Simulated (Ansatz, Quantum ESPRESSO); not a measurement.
# TlBi (Pm-3m): from the cell to the phonon bands, part 3 of 3

How does TlBi (Pm-3m) vibrate, and is this structure a minimum?

Quantum ESPRESSO 7.5; DFT LDA, scalar-relativistic, plane waves, PseudoDojo norm-conserving pseudopotentials.

So far, lowest frequency on the path (cm⁻¹): step 9 (interpolated phonon bands) -12.5. Also highest frequency (cm⁻¹): step 9 85.5. The relaxed cell has a = 3.850 Å (conventional setting).

## (10) Density of states

Sums over the zone need many more wavevectors than were solved, so the interpolation is sampled on a dense mesh.

Contents of matdyn.in:

```
&input
   asr = 'crystal'
   flfrc = 'x.fc'
   dos = .true.
   fldos = 'x.dos'
   nk1 = 12
   nk2 = 12
   nk3 = 12
   deltaE = 1.0
   la2F = .true.
/
```

Run with:

```bash
$ matdyn.x -in matdyn.in > matdyn.out
```

Numbers of over 12 decimals in the logs are rounded to 6 here.

Output:

```text
[banner, memory and clock lines left out]
Program MATDYN v.7.5

 mass for atomic type   1 not given; uses mass from file x.fc
 mass for atomic type   2 not given; uses mass from file x.fc
 Norm of the difference between old and new effective charges:    0.000000

 Norm of the difference between old and new force-constants:   1.20992e-05

     Message from routine matdyn:
     Z* not found in file x.fc, TO-LO splitting at q=0 will be absent!
 Norm of the difference between old and new effective charges:    0.000000

 Norm of the difference between old and new force-constants:   1.25611e-07

 Norm of the difference between old and new effective charges:    0.000000

 Norm of the difference between old and new force-constants:   0.000192178

 Norm of the difference between old and new effective charges:    0.000000

 Norm of the difference between old and new force-constants:   0.000420391

 Norm of the difference between old and new effective charges:    0.000000

 Norm of the difference between old and new force-constants:   0.000378016

 Norm of the difference between old and new effective charges:    0.000000

 Norm of the difference between old and new force-constants:   0.000386297

 Norm of the difference between old and new effective charges:    0.000000

 Norm of the difference between old and new force-constants:   0.000685908

 Norm of the difference between old and new effective charges:    0.000000

 Norm of the difference between old and new force-constants:   0.00102695

 Norm of the difference between old and new effective charges:    0.000000

 Norm of the difference between old and new force-constants:   0.00136499

 Norm of the difference between old and new effective charges:    0.000000

 Norm of the difference between old and new force-constants:   0.00176052

 Norm of the difference between old and new effective charges:    0.000000

 Norm of the difference between old and new force-constants:   0.00227131

Note: The following floating-point exceptions are signalling: IEEE_UNDERFLOW_FLAG
```

Run time: 2.6 s. Hardware: 1 thread of Arm Neoverse V2, shared host.

Read from the output:

* share of modes beyond 3i cm⁻¹ on the dense interpolated mesh: 0.0043

The phonon density of states has structure finer than the step of the table below, so its rows give means over 5 cm⁻¹, whole bins alone (the curve runs from -12.5 to 85.5 cm⁻¹). Peaks (cm⁻¹: height): total 27.5: 0.0840, 50.5: 0.155, 57.5: 0.115, 76.5: 0.180; Bi 27.5: 0.0496, 50.5: 0.141, 76.5: 0.0722; Tl 27.5: 0.0344, 57.5: 0.0832, 76.5: 0.108.

Tetrahedra. The phonon density of states by wavenumber; means over each step; values in 1/cm⁻¹/cell:

```tsv
wavenumber (cm⁻¹)	total	Bi	Tl
-5	0.00425	0.00238	0.00188
0	0.00633	0.00354	0.00279
5	0.0115	0.00634	0.00513
10	0.0267	0.0146	0.0121
15	0.0397	0.0219	0.0178
20	0.0624	0.0348	0.0276
25	0.0746	0.0427	0.0319
30	0.0719	0.0423	0.0297
35	0.0604	0.0356	0.0249
40	0.0549	0.0335	0.0214
45	0.0762	0.0505	0.0257
50	0.102	0.0852	0.0172
55	0.0669	0.0143	0.0526
60	0.102	0.0327	0.0697
65	0.0866	0.0324	0.0542
70	0.0731	0.0289	0.0442
75	0.140	0.0559	0.0841
80	0.110	0.0451	0.0652
```

## (11) The same in Ansatz

The same cell goes through another code at the same cutoff. The files are of one family, but Ansatz's library holds files of its own making for some heavy elements, so those for Bi and Tl may differ. Its k mesh is centred on Γ.

This step: DFT LDA, scalar-relativistic, plane waves, norm-conserving pseudopotentials of its library (PseudoDojo's, some remade) (Ansatz 0.2.0).

Contents of input.yaml:

```yaml
crystal:
  lattice:
    - [3.84973512, 0.0, 0.0]
    - [0.0, 3.84973512, 0.0]
    - [0.0, 0.0, 3.84973512]
  atoms:
    - { symbol: Tl, position: [0.0, 0.0, 0.0] }
    - { symbol: Bi, position: [0.5, 0.5, 0.5] }
kpoints:
  mp_grid: { grid: [8, 8, 8] }
hamiltonian:
  xc: lda
  pseudopotentials: { kind: nc, accuracy: standard }
scf:
  occupations: { method: cold, width: 0.27211 }
output:
  eigenvalues: true
basis:
  ecutwfc: 952.399
phonons:
  method: dfpt
  qmesh: [2, 2, 2]
  temperatures: { t_max: 1000, t_step: 50 }
  qpath:
    path:
      - [[0.0, 0.0, 0.0], [0.0, 0.5, 0.0], [0.5, 0.5, 0.0], [0.0, 0.0, 0.0], [0.5, 0.5, 0.5], [0.0, 0.5, 0.0]]
      - [[0.5, 0.5, 0.5], [0.5, 0.5, 0.0]]
    npoints: 12
  electrical_resistivity: { temperatures: [77, 300], mesh: [16, 16, 16] }
```

Run with:

```bash
$ ansatz run input.yaml --threads 8 --pin off --max-ram 16384MiB --backend cpu --events-out ev --progress --plain --runs-dir out
```

Output:

```text
Engine: ansatz 0.2.0, aarch64-unknown-linux-gnu
Pseudopotentials: kind: nc
Pseudopotential: Tl, nc, valence charge 13, recommended cutoff 843.552974 eV (normal), Tl.nc.azcp (PseudoDojo's, or run here from an input of PseudoDojo's; its table is named by hamiltonian.pseudopotentials.accuracy)
Pseudopotential: Bi, nc, valence charge 15, recommended cutoff 952.398519 eV (normal), Bi.nc.azcp (PseudoDojo's, or run here from an input of PseudoDojo's; its table is named by hamiltonian.pseudopotentials.accuracy)
Functional definition: SPW92
  exchange = slater_x
  correlation = pw_c
Crystal: 2 atoms, lattice volume = 57.055 Å³
Basis set: ecut = 952.399 eV, 3791 PW (Γ), exchange–correlation on 80×80×80 points (8 copies of the dense FFT grid, shifted against one another)
Bands: 18, of which v1, the nominal top of the filled ones, is band 14 counted from 1 (13 counted from 0)
Symmetry: 48 space group operations
k-points: 35 of 512
Non-local potential: Tl, projectors of the file, l = 0: 2, l = 1: 2, l = 2: 2
Non-local potential: Bi, projectors of the file, l = 0: 2, l = 1: 2, l = 2: 2, l = 3: 2
Initial density: superposition of atomic densities (chi_scale 0.1, normalization cell, long waves kept (reshape's long-wave potential 0.00 eV rms))
Initial wavefunctions: pseudopotential atomic-orbital guess
Functional: x = slater, c = lda
SCF iter   1: F=—  HF=-3873.624802 eV  |F-HF|=—  |Δ(HF+E_count)|=         —  Δρ=1.91e-2  dr2=5.27e-1  ethr=3.10e-3  ⟨swp⟩=7.0  Hψ=6724  notcnv=0  defer=1
automatic band count: the SCF goes on with 22 bands, as 18 were too few: the levels above may hold too much charge
preconditioner: auto → Kerker (q_TF=auto, 2.423 Å⁻¹)  [metal: Δε(μ)=0.033 eV  Ē_g=20.422 eV  σ=0.272 eV  W_gap=0.08  n_scr=18 (ndim 8)  ℏωp=26.0 eV  f_vac=0.000  D(μ)=0.87/eV (n_scr^D=6)]
SCF iter   2: F=—  HF=-3873.492576 eV  |F-HF|=—  |Δ(HF+E_count)|=   1.32e-1  S|Δr|=    0.00e0  Δρ=1.15e-2  dr2=2.05e-1  ethr=1.88e-3  ⟨swp⟩=1.0  Hψ=1050  notcnv=0  defer=1
SCF iter   3: F=—  HF=-3873.410903 eV  |F-HF|=—  |Δ(HF+E_count)|=   8.17e-2  S|Δr|=    0.00e0  Δρ=2.17e-3  dr2=1.56e-3  ethr=7.32e-4  ⟨swp⟩=2.3  Hψ=1165  notcnv=0  defer=1
SCF iter   4: F=—  HF=-3873.410356 eV  |F-HF|=—  |Δ(HF+E_count)|=   5.47e-4  S|Δr|=    0.00e0  Δρ=9.34e-4  dr2=1.83e-4  ethr=5.56e-6  ⟨swp⟩=2.3  Hψ=1343  notcnv=0  defer=39
SCF iter   5: F=—  HF=-3873.410274 eV  |F-HF|=—  |Δ(HF+E_count)|=   8.19e-5  S|Δr|=    0.00e0  Δρ=1.52e-4  dr2=5.57e-6  ethr=6.53e-7  ⟨swp⟩=2.7  Hψ=1135  notcnv=0  defer=39
SCF iter   6: F=—  HF=-3873.410275 eV  |F-HF|=—  |Δ(HF+E_count)|=   3.56e-7  S|Δr|=    0.00e0  Δρ=2.36e-5  dr2=1.89e-7  ethr=1.99e-8  ⟨swp⟩=2.1  Hψ=987  notcnv=0  defer=39
[...]
--- Band table (eV; the first three rows and the last of 35) ---
  k-point 0: bands = [... 10 lower, 0.4184, 7.2383, 11.1128, 11.1128, 11.1128, 16.7186, 16.7186, 20.1098, ... 4 higher]
  k-point 1: bands = [... 10 lower, 0.4181, 6.7217, 11.1551, 11.3155, 11.3155, 16.8114, 17.5690, 18.9012, ... 4 higher]
  k-point 2: bands = [... 10 lower, 0.4173, 5.5527, 11.4601, 11.8940, 11.8940, 16.6531, 17.0863, 18.0560, ... 4 higher]
  k-point 34: bands = [... 10 lower, 1.8450, 7.2480, 10.0048, 10.0048, 10.0048, 11.5387, 11.5387, 11.5387, ... 4 higher]
--- Phonons (Γ-DFPT): 2 representative perturbations + reference (Σ response iterations 7) ---
  ASR residual: 1.256e-4 → 0.000e0 eV/Å²; symmetrization residual: 2.281e-7 eV/Å²
  ASR residual per site (eV/Å²): 4.12e-5 1.26e-4
  Γ frequencies (cm⁻¹): 0.00 0.00 0.00 68.39 68.39 68.39
--- Phonons (arbitrary-q DFPT): 4 irreducible q on the 2×2×2 mesh ---
  q = [0.0000, 0.0000, 0.0000] (star 1, of the zone-centre solve; hermiticity 2.57e-7, symmetrization 3.25e-14): 0.00 0.00 0.00 68.39 68.39 68.39
  q = [0.0000, 0.0000, -0.5000] (star 3, 4 solved perturbations in 400 linear systems a pass and spin channel, the states on 125 of 512 k-point pairs; hermiticity 1.49e-10, symmetrization 4.11e-11, the responses' own estimated error 1.1e-7 eV/Å²): 50.65 50.65 50.92 50.92 53.20 66.59
  q = [0.0000, -0.5000, -0.5000] (star 3, 4 solved perturbations in 400 linear systems a pass and spin channel, the states on 125 of 512 k-point pairs; hermiticity 9.33e-11, symmetrization 4.87e-12, the responses' own estimated error 1.2e-7 eV/Å²): -12.78 -12.78 51.43 52.97 85.04 85.04
  q = [-0.5000, -0.5000, -0.5000] (star 1, 2 solved perturbations on 75 of 512 k-point pairs; hermiticity 6.90e-12, symmetrization 7.87e-12, the responses' own estimated error 9.9e-8 eV/Å²): 48.32 48.32 48.32 65.67 65.67 65.67
  sum rule: each row above includes the acoustic sum rule's correction from the zone centre's row sums; it moved no ω² by more than (0.40 cm⁻¹)²
  mesh force constants: q→R imaginary residual 3.36e-17; ASR residual 1.256e-4 → 0.000e0 eV/Å²; symmetrization residual 3.109e-15 eV/Å²
  interpolated dispersion: 74 rows × 6 modes
  density of states and harmonic sums: on the 16×16×16 q-mesh, interpolated from the force constants of a 2×2×2 supercell (no non-analytic term)
  largest difference from the sums on the solved wave vectors: F 3.58e-1 eV, S 4.49e-4 and C_V 9.15e-5 eV/K
  zero-point energy: 0.018819 eV/cell   skipped modes (ω ≤ 0): 20, of them read as no rigid motion or as one in doubt: 17 (6.885e-2 modes/cell left out, lowest -12.78 cm⁻¹)   left out of the sums: 1.16e-2 of the cell's modes: C_V's classical limit lies that fraction below 3 k_B per atom; for a crystal, a wire or a layer, F and S can be off by more, and a phonons.interpolated_qmesh denser along its periods is the remedy for the sampling
Error: electrical resistivity: the mode of lowest frequency at the wavevector [0.0000, -0.5000, -0.5000] is imaginary, -12.78 cm⁻¹ (written negative): the force constants describe an unstable lattice; relax the structure, enlarge phonons.supercell (under dfpt, kpoints.mp_grid), or, with a block electrical_resistivity or superconductivity, name a file of force constants under which the crystal is stable (phonons.electron_phonon_force_constants)
The harmonic force constants that this run solved are whole in <dir>
[key lines of the parts left out:]
SCF converged after 9 iterations
Free energy (F): -3873.410282 eV
Fermi energy:    11.577537 eV
```

Elapsed: 44 s, on 8 threads; peak memory 1.3 GiB.

The run ended with an error: “electrical resistivity: the mode of lowest frequency at the wavevector [0.0000, -0.5000, -0.5000] is imaginary, -12.78 cm⁻¹ (written negative): the force constants describe an unstable lattice”.

The phonons were solved, but the coupling sums need a stable lattice.

## (12) What came out

```
space group after relaxation                                       : Pm-3m
volume per atom                                                    : 28.5 Å³
highest optical zone-centre mode (no LO-TO term)                   : 68.7 cm⁻¹
q mesh                                                             : 2×2×2
lowest mode on the q mesh (acoustic ones at the zone centre apart) : -12.5 cm⁻¹
imaginary modes on the q mesh                                      : yes
```

TlBi (Pm-3m) is unstable: a mode solved on the 2×2×2 mesh is imaginary, 12i cm⁻¹; its spectrum reaches 86 cm⁻¹. At the LDA level the optical modes of TlBi (Pm-3m) at the zone centre lie at 69 cm⁻¹. The most unstable solved mode lies at q = (0, -0.5, -0.5), on the zone boundary, so the distortion that it points to doubles the cell. These are harmonic frequencies at zero temperature: anharmonic shifts and linewidths and thermal expansion are left out. Spin-orbit coupling is left out, which can matter for the heavy elements here. In a metal the frequencies hang on the k mesh and the smearing, most of all near Kohn anomalies. The λ that matdyn.x prints is not taken as a result: on such q meshes it can be far off, most of all in cells of several atoms. The q mesh stands for a supercell only 7.7 Å across, so branches between the solved wavevectors are rough. The structure comes from a database and need not be the phase that is stable at ambient conditions.

[Host names and launcher messages were left out of these logs when they were recorded.]

[Logs are printed without paths, hosts, clocks, repeated set-up lines and the standing remarks that a program may print on its own settings, such as how far it seeks lower states.]

[Hosts, paths, dates, database ids (printed as entryN), source tags and the programs' standing remarks are cut or masked in the printed files.]
